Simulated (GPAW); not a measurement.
# Cl/W(110): work function by functional and basis, part 2 of 2

Aim: the work function of both faces of Cl/W(110), and its spread over functionals and bases.

GPAW 26.7.0; GPAW, PAW setups; slab in vacuum, relaxation (the session's first sound run).

So far, upper work function (eV): step 2 (relaxation, PBE, GPAW) 4.54; step 5 (OptPBE vdW: xc = "optPBE-vdW", GPAW, PAW setups, GPAW) 4.81; step 6 (self-consistent run: xc = "revPBE") 4.42; step 7 (self-consistent run: xc = "LDA") 4.84; step 8 (self-consistent run: xc = "RPBE") 4.43.

## Step 9: Real-space grid: mode = "fd"

A real-space grid is a second complete basis, so it checks the plane-wave result.

run.py

```python
import json
import numpy as np
from ase import Atoms
from gpaw import GPAW

slab = Atoms(
    ['W', 'W', 'W', 'W', 'Cl'],
    positions=[
        [0.00000, 0.00000, 9.00000],
        [2.23446, -0.00000, 11.23446],
        [0.00000, 0.00000, 13.48933],
        [2.23446, -0.00000, 15.73002],
        [0.00000, 0.00000, 17.72397]],
    cell=[[2.23446, -1.58, 0.0], [2.23446, 1.58, 0.0], [0.0, 0.0, 26.981]],
    pbc=[True, True, False])

slab.calc = GPAW(mode='fd', h=0.18, xc='PBE', kpts={'size': (12, 12, 1), 'gamma': True},
                 occupations={'name': 'fermi-dirac', 'width': 0.1}, nbands='160%',
                 convergence={'density': 1e-05}, maxiter=200,
                 poissonsolver={'dipolelayer': 'xy'},
                 symmetry={'tolerance': 1e-3}, txt='slab.txt')
result = {}
energy = slab.get_potential_energy()
fermi = slab.calc.get_fermi_level()
v = slab.calc.get_electrostatic_potential().mean((0, 1)) - fermi
n = slab.calc.get_pseudo_density().mean((0, 1))
L = slab.cell[2, 2]
z = np.arange(len(v)) * L / len(v)
low, high = slab.positions[:, 2].min(), slab.positions[:, 2].max()
below, above = np.interp([low - 6.8, high + 6.8], z, v)
slopes = [np.interp(x, z, np.gradient(v, z)) for x in (low - 6.8, high + 6.8)]
eps = np.array([[slab.calc.get_eigenvalues(k, s) for k in range(len(slab.calc.get_ibz_k_points()))]
                for s in range(slab.calc.get_number_of_spins())]) - fermi
top, bottom = eps[eps < 0].max(), eps[eps > 0].min()
dipole = slab.get_dipole_moment()[2]
print(f'energy {energy:.4f} eV, Fermi level {fermi:.4f} eV, dipole {dipole:.5f} e A')
print(f'potential 6.8 A off the faces, from the Fermi level: lower {below:.4f} eV, upper {above:.4f} eV')
print(f'slope of the potential there: lower {slopes[0]:.5f}, upper {slopes[1]:.5f} eV/A')
print(f'nearest levels on the mesh: {top:.4f} and {bottom:.4f} eV')
print('magnetic moment', round(slab.get_magnetic_moment(), 3))
result.update(energy=energy, fermi=fermi, dipole=dipole, below=below, above=above, slopes=slopes, edges=[top, bottom],
              z=z.tolist(), v=v.tolist(), n=n.tolist(), positions=slab.positions.tolist(),
              forces=slab.get_forces(apply_constraint=False).tolist(), moments=slab.get_magnetic_moments().tolist())
json.dump(result, open('result.json', 'w'))
```

The run is started by

```
$ OMP_NUM_THREADS=1 OPENBLAS_NUM_THREADS=1 python run.py
```

The log of the run:

```text
energy -45.8746 eV, Fermi level -4.7116 eV, dipole 0.01336 e A
potential 6.8 A off the faces, from the Fermi level: lower 4.8828 eV, upper 4.5404 eV
slope of the potential there: lower -0.00001, upper -0.00000 eV/A
nearest levels on the mesh: -0.0109 and 0.0029 eV
magnetic moment 0.0
```

Elapsed: 20 min, on 1 thread of Arm Neoverse V2, shared host; peak memory 1.9 GiB.

This step gave:

```
dipole along the normal                    : 0.01336 e·Å
levels nearest the Fermi level on the mesh : -0.01094, 0.002863 eV from the Fermi level
upper work function                        : 4.540 eV
lower work function                        : 4.883 eV
```

The upper face's work function is 4.540 eV, against 4.541 eV in the first plane-wave PBE run at this geometry.

## Step 10: Atomic orbitals: mode = "lcao"

Atom-centred orbitals end a few angstrom from the surface, which tests how much the density's tail matters.

Edit run.py of step 9 so:

```diff
@@ -16,4 +16,4 @@
 
-slab.calc = GPAW(mode='fd', h=0.18, xc='PBE', kpts={'size': (12, 12, 1), 'gamma': True},
-                 occupations={'name': 'fermi-dirac', 'width': 0.1}, nbands='160%',
+slab.calc = GPAW(mode='lcao', basis='dzp', h=0.18, xc='PBE', kpts={'size': (12, 12, 1), 'gamma': True},
+                 occupations={'name': 'fermi-dirac', 'width': 0.1}, nbands='120%',
                  convergence={'density': 1e-05}, maxiter=200,
```

The log of the run:

```text
energy -44.4484 eV, Fermi level -4.7125 eV, dipole 0.01400 e A
potential 6.8 A off the faces, from the Fermi level: lower 4.8919 eV, upper 4.5331 eV
slope of the potential there: lower -0.00000, upper -0.00000 eV/A
nearest levels on the mesh: -0.0139 and 0.0224 eV
magnetic moment 0.0
```

The job ended after 30 min (1 thread; peak memory 0.45 GiB).

Numbers from this step:

- dipole along the normal: 0.01400 e·Å
- levels nearest the Fermi level on the mesh: -0.01387, 0.02245 eV from the Fermi level
- upper work function: 4.533 eV
- lower work function: 4.892 eV

The electrostatic potential energy of an electron (without an applied field's), less the Fermi level, planar mean oscillates, so the rows of the table below give means over windows of 2.28 Å about each position, cut where the curve ends. Its maxima inside the range that stand out by 2 % of the span (Å: eV): 10.1: -2.78, 12.4: -2.78, 14.6: -2.89, 16.9: -3.53. Its minima: 9.0: -29.4, 11.2: -29.9, 13.5: -29.9, 15.8: -30.0, 17.7: -24.4.

Electrostatic potential energy of an electron (without an applied field's), less the Fermi level, planar mean against z; means over each step:

| z (Å) | electrostatic potential energy of an electron (without an applied field's), less the Fermi level, planar mean (eV) |
| --- | --- |
| 1.14 | 4.89 |
| 3.42 | 4.89 |
| 5.70 | 4.82 |
| 7.98 | -6.92 |
| 10.26 | -15.0 |
| 12.54 | -14.8 |
| 14.82 | -15.1 |
| 17.10 | -13.0 |
| 19.38 | 3.22 |
| 21.66 | 4.53 |
| 23.94 | 4.53 |
| 26.22 | 4.53 |

The upper face's work function is 4.533 eV, against 4.541 eV in the first plane-wave PBE run at this geometry.

## Step 11: Cost and result by level

Times are for 1 thread of Arm Neoverse V2, shared host. The series side by side:

| no. | run | upper work function (eV) | lower work function (eV) | time | memory (GiB) |
| --- | --- | --- | --- | --- | --- |
| 1 | pw | 4.541 | 4.883 | 3.7 min | 0.32 |
| 2 | vdW DF2 | 5.010 | 5.115 | 4.7 min | 0.45 |
| 3 | optPBE vdW | 4.806 | 5.041 | 4.2 min | 0.45 |
| 4 | revPBE | 4.425 | 4.771 | 3.8 min | 0.32 |
| 5 | LDA | 4.841 | 5.141 | 3.6 min | 0.32 |
| 6 | RPBE | 4.425 | 4.756 | 3.7 min | 0.32 |
| 7 | fd | 4.540 | 4.883 | 20 min | 1.9 |
| 8 | lcao | 4.533 | 4.892 | 30 min | 0.45 |

## Step 12: Side by side

Results and costs are gathered.

This step: comparison of work functions, dipole and cost (GPAW 26.7.0).

Ladder, by row:

| step | code | work function, upper (eV) | work function, lower (eV) | dipole (e Å) | wall time (s) | peak memory (GiB) | threads |
| --- | --- | --- | --- | --- | --- | --- | --- |
| pw | GPAW | 4.541 | 4.883 | 0.01346 | 221.6 | 0.32 | 1 |
| vdW-DF2 | GPAW | 5.01 | 5.115 | 0.004201 | 279.3 | 0.45 | 1 |
| optPBE-vdW | GPAW | 4.806 | 5.041 | 0.009278 | 250.2 | 0.45 | 1 |
| revPBE | GPAW | 4.425 | 4.771 | 0.01366 | 226 | 0.32 | 1 |
| LDA | GPAW | 4.841 | 5.141 | 0.01183 | 213.8 | 0.32 | 1 |
| RPBE | GPAW | 4.425 | 4.756 | 0.01306 | 220.3 | 0.32 | 1 |
| fd | GPAW | 4.54 | 4.883 | 0.01336 | 1226 | 1.93 | 1 |
| lcao | GPAW | 4.533 | 4.892 | 0.014 | 1794 | 0.45 | 1 |

## Step 13: What came out

```json
{"work function, upper and lower face": "4.541 and 4.883 eV", "dipole along the normal": "0.0135 e Å"}
```

In words: With plane waves and PBE the work function is 4.54 eV on the upper face and 4.88 eV on the lower. The two faces differ by 0.34 eV, the step that the slab's dipole makes (e p/(ε0 A) gives 0.35 eV), so the dipole layer is needed. Over the sound runs of the table the upper face's work function spans 4.425 (revPBE) to 5.010 eV (vdW-DF2). The cell of 7.06 Å² holds one Cl, started on one chosen site; other sites and coverages weren't tried. The in-plane lattice was kept as typed, which isn't the functional's own and leaves some strain; spin-orbit coupling and temperature are left out.

[Logs are printed without paths, hosts, clocks, repeated set-up lines and the standing remarks that a program may print on its own settings, such as how far it seeks lower states.]

[Hosts, paths, dates, database ids (printed as entryN), source tags and the programs' standing remarks are cut or masked in the printed files.]
